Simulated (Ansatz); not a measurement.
# CsLi3Cl4 (Cmcm): the host for defect calculations, part 4 of 4

Before any defect goes in: CsLi3Cl4 (Cmcm) at rest, and how it screens a charge.

Ansatz 0.2.0; plane-wave PAW DFT, PBEsol; relaxation of the host's cell and atoms (the session's first sound run).

So far. Step 3 (Dielectric tensors of the host): The principal values of the electronic dielectric tensor are 2.74, 2.81 and 2.87. The principal values of the static dielectric tensor are 6.25, 6.26 and 23.88.

### Step 7. Defect free supercell relaxed from displaced atoms

This step: plane-wave PAW DFT, PBEsol; relaxation of the defect-free supercell from random displacements, a test of the host's stability (Ansatz 0.2.0).

Input file pristine.rattled/input.yaml:

```yaml
crystal:
  lattice:
    - [8.8723472625, 0.0, 0.0]
    - [0.0, 0.0, -10.3156289985]
    - [-2.2180868156, 15.6918360973, 0.0]
  atoms:
    - { symbol: Cs, position: [0.1730829693, 0.125, 0.6923318773] }
    - { symbol: Cs, position: [0.3269170307, 0.375, 0.3076681227] }
    - { symbol: Li, position: [0.1131953912, 0.125, 0.4527815647] }
    - { symbol: Li, position: [0.4630343105, 0.375, 0.852137242] }
    - { symbol: Li, position: [0.233238053, 0.125, 0.9329522122] }
    - { symbol: Li, position: [0.3868046088, 0.375, 0.5472184353] }
    - { symbol: Li, position: [0.266761947, 0.375, 0.0670477878] }
    - { symbol: Li, position: [0.0369656895, 0.125, 0.147862758] }
    - { symbol: Cl, position: [0.0755323795, 0.125, 0.302129518] }
    - { symbol: Cl, position: [0.120803384, 0.375, 0.483213536] }
    - { symbol: Cl, position: [0.2289738731, 0.375, 0.9158954924] }
    - { symbol: Cl, position: [0.2710261269, 0.125, 0.0841045076] }
    - { symbol: Cl, position: [0.4669190824, 0.125, 0.8676763298] }
    - { symbol: Cl, position: [0.4244676205, 0.375, 0.697870482] }
    - { symbol: Cl, position: [0.379196616, 0.125, 0.516786464] }
    - { symbol: Cl, position: [0.0330809176, 0.375, 0.1323236702] }
    - { symbol: Cs, position: [0.1730829693, 0.625, 0.6923318773] }
    - { symbol: Cs, position: [0.3269170307, 0.875, 0.3076681227] }
    - { symbol: Li, position: [0.1131953912, 0.625, 0.4527815647] }
    - { symbol: Li, position: [0.4630343105, 0.875, 0.852137242] }
    - { symbol: Li, position: [0.233238053, 0.625, 0.9329522122] }
    - { symbol: Li, position: [0.3868046088, 0.875, 0.5472184353] }
    - { symbol: Li, position: [0.266761947, 0.875, 0.0670477878] }
    - { symbol: Li, position: [0.0369656895, 0.625, 0.147862758] }
    - { symbol: Cl, position: [0.0755323795, 0.625, 0.302129518] }
    - { symbol: Cl, position: [0.120803384, 0.875, 0.483213536] }
    - { symbol: Cl, position: [0.2289738731, 0.875, 0.9158954924] }
    - { symbol: Cl, position: [0.2710261269, 0.625, 0.0841045076] }
    - { symbol: Cl, position: [0.4669190824, 0.625, 0.8676763298] }
    - { symbol: Cl, position: [0.4244676205, 0.875, 0.697870482] }
    - { symbol: Cl, position: [0.379196616, 0.625, 0.516786464] }
    - { symbol: Cl, position: [0.0330809176, 0.875, 0.1323236702] }
    - { symbol: Cs, position: [0.6730829693, 0.125, 0.6923318773] }
    - { symbol: Cs, position: [0.8269170307, 0.375, 0.3076681227] }
    - { symbol: Li, position: [0.6131953912, 0.125, 0.4527815647] }
    - { symbol: Li, position: [0.9630343105, 0.375, 0.852137242] }
    - { symbol: Li, position: [0.733238053, 0.125, 0.9329522122] }
    - { symbol: Li, position: [0.8868046088, 0.375, 0.5472184353] }
    - { symbol: Li, position: [0.766761947, 0.375, 0.0670477878] }
    - { symbol: Li, position: [0.5369656895, 0.125, 0.147862758] }
    - { symbol: Cl, position: [0.5755323795, 0.125, 0.302129518] }
    - { symbol: Cl, position: [0.620803384, 0.375, 0.483213536] }
    - { symbol: Cl, position: [0.7289738731, 0.375, 0.9158954924] }
    - { symbol: Cl, position: [0.7710261269, 0.125, 0.0841045076] }
    - { symbol: Cl, position: [0.9669190824, 0.125, 0.8676763298] }
    - { symbol: Cl, position: [0.9244676205, 0.375, 0.697870482] }
    - { symbol: Cl, position: [0.879196616, 0.125, 0.516786464] }
    - { symbol: Cl, position: [0.5330809176, 0.375, 0.1323236702] }
    - { symbol: Cs, position: [0.6730829693, 0.625, 0.6923318773] }
    - { symbol: Cs, position: [0.8269170307, 0.875, 0.3076681227] }
    - { symbol: Li, position: [0.6131953912, 0.625, 0.4527815647] }
    - { symbol: Li, position: [0.9630343105, 0.875, 0.852137242] }
    - { symbol: Li, position: [0.733238053, 0.625, 0.9329522122] }
    - { symbol: Li, position: [0.8868046088, 0.875, 0.5472184353] }
    - { symbol: Li, position: [0.766761947, 0.875, 0.0670477878] }
    - { symbol: Li, position: [0.5369656895, 0.625, 0.147862758] }
    - { symbol: Cl, position: [0.5755323795, 0.625, 0.302129518] }
    - { symbol: Cl, position: [0.620803384, 0.875, 0.483213536] }
    - { symbol: Cl, position: [0.7289738731, 0.875, 0.9158954924] }
    - { symbol: Cl, position: [0.7710261269, 0.625, 0.0841045076] }
    - { symbol: Cl, position: [0.9669190824, 0.625, 0.8676763298] }
    - { symbol: Cl, position: [0.9244676205, 0.875, 0.697870482] }
    - { symbol: Cl, position: [0.879196616, 0.625, 0.516786464] }
    - { symbol: Cl, position: [0.5330809176, 0.875, 0.1323236702] }
basis:
  ecutwfc: 420
  xc_grid: 2
hamiltonian:
  xc: pbesol
kpoints:
  mp_grid: { grid: [1, 1, 1], shift: [0.25, 0.25, 0.25] }
scf:
  occupations: { method: fermi_dirac, width: 0.01 }
  max_iter: 80
output:
  forces: true
relax:
  f_tol: 0.01
  max_steps: 120
  random_displacement: { amplitude: 0.08, seed: 582 }
checkpoint:
  write: "../pristine.rattled.run"
  compress: false
  write_wavefunctions: false
  write_every: 100000
```

On the command line:

```sh
$ ansatz run input.yaml --threads 4 --pin off --max-ram 7536MiB --backend cpu --events-out ev --progress --plain --runs-dir out
```

Numbers of over 12 decimals in the logs are rounded to 6 here.

The log of the run:

```text
[...]
Crystal: 64 atoms, lattice volume = 1436.177 Å³
Basis set: ecut = 420 eV, 28109 PW (Γ), exchange–correlation on 120×144×216 points (8 copies of the dense FFT grid, shifted against one another)
Bands: 248, of which v1, the nominal top of the filled ones, is band 184 counted from 1 (183 counted from 0)
Symmetry: 1 space group operations
k-points: 1
[...]
SCF iter   1: F=—  HF=-83622.877790 eV  |F-HF|=—  |Δ(HF+E_count)|=         —  Δρ=3.39e-3  dr2=2.32e-1  ethr=1.77e-3  ⟨swp⟩=8.0  Hψ=1210  notcnv=0  defer=30
[...]
SCF iter   6: F=-83622.781018 eV  HF=-83622.781018 eV  |F-HF|=5.22e-7  |Δ(HF+E_count)|=   8.34e-6  Δρ=4.46e-6  dr2=3.79e-7  ethr=6.79e-10  ⟨swp⟩=4.0  Hψ=683  notcnv=0
SCF 1 converged in 6 iterations: F = -83622.781018 eV  dr2 = 3.79e-7
[...]
relax step   1: F+E_penalty+E_count = -83622.78101820 eV  Δ(F+E_penalty+E_count) = +0.000e0 eV  max|allowed force component| = 3.655e-1 eV/Å  Δτ_max = 0.0000 Å  (6 SCF iters, dr2 threshold 2.50e-6 eV, accepted)
[...]
relax step   2: F+E_penalty+E_count = -83623.15725862 eV  Δ(F+E_penalty+E_count) = -3.762e-1 eV  max|allowed force component| = 2.015e-1 eV/Å  Δτ_max = 0.1144 Å  (5 SCF iters, dr2 threshold 8.35e-6 eV, accepted)
relax step   3: F+E_penalty+E_count = -83623.28762465 eV  Δ(F+E_penalty+E_count) = -1.304e-1 eV  max|allowed force component| = 1.950e-2 eV/Å  Δτ_max = 0.1075 Å  (6 SCF iters, dr2 threshold 2.54e-6 eV, accepted)
SCF iter   1: F=—  HF=-83623.291066 eV  |F-HF|=—  |Δ(HF+E_count)|=         —  Δρ=5.24e-4  dr2=5.44e-3  ethr=1.54e-5  ⟨swp⟩=5.0  Hψ=498  notcnv=0  defer=58
[...]
SCF iter   6: F=-83623.289669 eV  HF=-83623.289669 eV  |F-HF|=6.17e-9  |Δ(HF+E_count)|=   5.53e-8  Δρ=5.88e-7  dr2=5.24e-9  ethr=2.72e-11  ⟨swp⟩=3.0  Hψ=595  notcnv=0
SCF 4 converged in 6 iterations: F = -83623.289669 eV  dr2 = 5.24e-9
relax step   4: F+E_penalty+E_count = -83623.28966874 eV  Δ(F+E_penalty+E_count) = -2.044e-3 eV  max|allowed force component| = 6.433e-3 eV/Å  Δτ_max = 0.0167 Å  (6 SCF iters, accepted)
SCF converged after 6 iterations
Free energy (F): -83623.289669 eV
[...]
Internal energy: -83623.289669 eV  (E = F + TS)
E sigma→0 (E₀):  -83623.289669 eV
Fermi energy:    4.706761 eV
[...]
--- Forces (eV/Å), atoms counted from 1 ---
  atom   1  Cs    -0.00031303     0.00643220     0.00028703
  atom   2  Cs     0.00029425    -0.00462715     0.00083977
  atom   3  Li    -0.00069573    -0.00069027    -0.00065212
  atom   4  Li    -0.00028858     0.00188331    -0.00151605
  atom   5  Li     0.00004393     0.00158434     0.00007134
  atom   6  Li     0.00029488     0.00254149     0.00037740
  atom   7  Li     0.00006510    -0.00117848    -0.00124746
  atom   8  Li    -0.00070733    -0.00359666     0.00146373
  atom   9  Cl     0.00023486     0.00480606    -0.00001532
  atom  10  Cl     0.00040115     0.00117878     0.00008061
  atom  11  Cl     0.00038849    -0.00141517    -0.00047518
  atom  12  Cl    -0.00025602     0.00010671    -0.00110812
  atom  13  Cl     0.00013544    -0.00283788    -0.00185715
  atom  14  Cl    -0.00057803    -0.00487570     0.00011495
  atom  15  Cl    -0.00001939    -0.00135282     0.00054596
  atom  16  Cl     0.00043039     0.00423726     0.00032112
  atom  17  Cs     0.00014125     0.00548075    -0.00103953
  atom  18  Cs    -0.00064679    -0.00606485     0.00050116
  atom  19  Li    -0.00003943    -0.00119076    -0.00045388
  atom  20  Li     0.00026656     0.00295598    -0.00043478
  atom  21  Li    -0.00008474    -0.00019630    -0.00161093
  atom  22  Li     0.00007851     0.00163674    -0.00065387
  atom  23  Li     0.00010152    -0.00133080    -0.00103404
  atom  24  Li    -0.00037007    -0.00291042     0.00026290
  atom  25  Cl     0.00035981     0.00472169     0.00030973
  atom  26  Cl     0.00082998     0.00150750     0.00140603
  atom  27  Cl     0.00075419    -0.00224626     0.00080457
  atom  28  Cl     0.00032020     0.00064354     0.00104018
  atom  29  Cl     0.00049696    -0.00331248     0.00138995
  atom  30  Cl    -0.00121481    -0.00390174     0.00054288
  atom  31  Cl     0.00116320    -0.00191674     0.00034082
  atom  32  Cl    -0.00039894     0.00353708     0.00127422
  atom  33  Cs    -0.00032386     0.00556080     0.00072616
  atom  34  Cs     0.00048055    -0.00598292     0.00123375
  atom  35  Li    -0.00034304    -0.00144501    -0.00038449
  atom  36  Li     0.00016255     0.00247149    -0.00267709
  atom  37  Li     0.00000434     0.00180095     0.00002439
  atom  38  Li     0.00068683     0.00268299    -0.00190244
  atom  39  Li     0.00033115    -0.00126858    -0.00121740
  atom  40  Li     0.00006128    -0.00491149    -0.00011224
[...]
atom  53  Li     0.00036244     0.00141419    -0.00013893
  atom  54  Li     0.00023035     0.00175803    -0.00083025
  atom  55  Li    -0.00071408    -0.00223849     0.00029585
  atom  56  Li     0.00107712    -0.00265916     0.00024540
  atom  57  Cl     0.00040246     0.00359256     0.00066098
  atom  58  Cl    -0.00008213     0.00104727     0.00144755
  atom  59  Cl    -0.00047254    -0.00121874    -0.00024028
  atom  60  Cl     0.00016648     0.00133787     0.00006605
  atom  61  Cl     0.00023880    -0.00223979     0.00022271
  atom  62  Cl    -0.00057499    -0.00433969     0.00021715
  atom  63  Cl    -0.00074329    -0.00155431     0.00076028
  atom  64  Cl    -0.00101003     0.00344048    -0.00013008
  max |Σ_I F_I| component: 1.27e-4 eV/Å
--- Relaxed structure (4 steps of the walk, 4 accepted, 0 SCFs on fresh bases) ---
  F+E_penalty+E_count = -83623.28966874 eV   max|allowed force component| = 6.433e-3 eV/Å
  atoms:
    - { symbol: Cs, position: [0.174344, 0.124220, 0.691643] }
    - { symbol: Cs, position: [0.328098, 0.374539, 0.307172] }
    - { symbol: Li, position: [0.114456, 0.124356, 0.452253] }
    - { symbol: Li, position: [0.464269, 0.373933, 0.851584] }
    - { symbol: Li, position: [0.234482, 0.124008, 0.932458] }
    - { symbol: Li, position: [0.387949, 0.374275, 0.546639] }
    - { symbol: Li, position: [0.268043, 0.373985, 0.066568] }
    - { symbol: Li, position: [0.038277, 0.124593, 0.147456] }
    - { symbol: Cl, position: [0.076642, 0.124556, 0.301540] }
    - { symbol: Cl, position: [0.121991, 0.374598, 0.482644] }
    - { symbol: Cl, position: [0.230209, 0.374115, 0.915431] }
    - { symbol: Cl, position: [0.272383, 0.124265, 0.083661] }
    - { symbol: Cl, position: [0.468133, 0.124082, 0.867157] }
    - { symbol: Cl, position: [0.425800, 0.374222, 0.697425] }
    - { symbol: Cl, position: [0.380419, 0.124588, 0.516269] }
    - { symbol: Cl, position: [0.034288, 0.374345, 0.131729] }
    - { symbol: Cs, position: [0.174300, 0.624093, 0.691774] }
    - { symbol: Cs, position: [0.328178, 0.874625, 0.307261] }
    - { symbol: Li, position: [0.114381, 0.624356, 0.452302] }
    - { symbol: Li, position: [0.464196, 0.874029, 0.851555] }
    - { symbol: Li, position: [0.234417, 0.623956, 0.932506] }
    - { symbol: Li, position: [0.387957, 0.874140, 0.546661] }
    - { symbol: Li, position: [0.268050, 0.874066, 0.066600] }
    - { symbol: Li, position: [0.038217, 0.624498, 0.147433] }
    - { symbol: Cl, position: [0.076759, 0.624533, 0.301558] }
    - { symbol: Cl, position: [0.121961, 0.874688, 0.482624] }
    - { symbol: Cl, position: [0.230150, 0.874237, 0.915474] }
    - { symbol: Cl, position: [0.272252, 0.624323, 0.083641] }
    - { symbol: Cl, position: [0.468084, 0.624240, 0.867236] }
    - { symbol: Cl, position: [0.425777, 0.874224, 0.697393] }
    - { symbol: Cl, position: [0.380310, 0.624613, 0.516359] }
    - { symbol: Cl, position: [0.034378, 0.874422, 0.131820] }
    - { symbol: Cs, position: [0.674316, 0.124183, 0.691691] }
    - { symbol: Cs, position: [0.828102, 0.374664, 0.307259] }
    - { symbol: Li, position: [0.614436, 0.124420, 0.452332] }
    - { symbol: Li, position: [0.964218, 0.373774, 0.851511] }
    - { symbol: Li, position: [0.734458, 0.124094, 0.932400] }
    - { symbol: Li, position: [0.887926, 0.373858, 0.546588] }
    - { symbol: Li, position: [0.767954, 0.374113, 0.066534] }
    - { symbol: Li, position: [0.538341, 0.124346, 0.147551] }
    - { symbol: Cl, position: [0.576832, 0.124536, 0.301612] }
    - { symbol: Cl, position: [0.621925, 0.374669, 0.482693] }
    - { symbol: Cl, position: [0.730217, 0.374186, 0.915390] }
    - { symbol: Cl, position: [0.772269, 0.124287, 0.083575] }
    - { symbol: Cl, position: [0.968142, 0.124170, 0.867122] }
    - { symbol: Cl, position: [0.925658, 0.374210, 0.697346] }
    - { symbol: Cl, position: [0.880425, 0.124656, 0.516234] }
    - { symbol: Cl, position: [0.534359, 0.374399, 0.131811] }
    - { symbol: Cs, position: [0.674332, 0.624173, 0.691748] }
    - { symbol: Cs, position: [0.828163, 0.874458, 0.307248] }
    - { symbol: Li, position: [0.614309, 0.624480, 0.452356] }
    - { symbol: Li, position: [0.964281, 0.874034, 0.851462] }
    - { symbol: Li, position: [0.734469, 0.624189, 0.932429] }
    - { symbol: Li, position: [0.888013, 0.873955, 0.546622] }
    - { symbol: Li, position: [0.768141, 0.874255, 0.066568] }
    - { symbol: Li, position: [0.538200, 0.624459, 0.147455] }
    - { symbol: Cl, position: [0.576607, 0.624563, 0.301622] }
    - { symbol: Cl, position: [0.622001, 0.874636, 0.482711] }
    - { symbol: Cl, position: [0.730284, 0.874187, 0.915391] }
    - { symbol: Cl, position: [0.772274, 0.624314, 0.083586] }
    - { symbol: Cl, position: [0.968151, 0.624145, 0.867136] }
    - { symbol: Cl, position: [0.925823, 0.874236, 0.697354] }
    - { symbol: Cl, position: [0.880426, 0.624609, 0.516269] }
    - { symbol: Cl, position: [0.534432, 0.874330, 0.131820] }
```

The job ended after 28 s (4 threads of AMD EPYC 9R14 (Zen 4), shared host; peak memory 2.1 GiB).

The steps of the relaxation:

```
step  energy less that of the first step (eV)  largest force component (eV/Å)
   1                                   0.0000                          0.3655
   2                                  -0.3762                          0.2015
   3                                  -0.5066                          0.0195
   4                                  -0.5087                          0.0064
```

The relaxation ends 7.9 meV an atom lower than the displaced start, with a largest force component of 0.0064 eV/Å.

### Step 8. What came out

| Property | Result |
| --- | --- |
| primitive cell vectors, lengths | 15.848, 15.848, 5.158 Å |
| electronic dielectric constant | principal values (2.74, 2.81, 2.87) |
| static dielectric constant | principal values (6.25, 6.26, 23.88) |
| gap on the k-mesh of the response run (PBEsol) | 5.36 eV |
| supercell relaxed in its symmetry less the displaced and relaxed one | 0.000 eV |
| energy an atom at one point at (¼, ¼, ¼) less that on the dense mesh | 0.000 eV |

In words: Step 7: The energy fell by 0.509 eV from the randomly displaced start; against the sites as typed, Li36 ends farthest off, by 0.01 Å, once the mean shift is taken out. The displaced cell ends within 0.01 eV of the symmetric one relaxed in its symmetry, so no lower structure shows in this supercell. The k-mesh can miss the band edges, so this gap is an upper bound at this level. All at zero temperature.

[Logs are printed without paths, hosts, clocks, repeated set-up lines and the standing remarks that a program may print on its own settings, such as how far it seeks lower states.]

[Hosts, paths, dates, database ids (printed as entryN), source tags and the programs' standing remarks are cut or masked in the printed files.]

[Runs of the host that timed out are not shown.]

[For some hosts the program warned that the k-mesh of the response run may be too coarse for force constants and the static dielectric constant; such warnings are not always shown.]
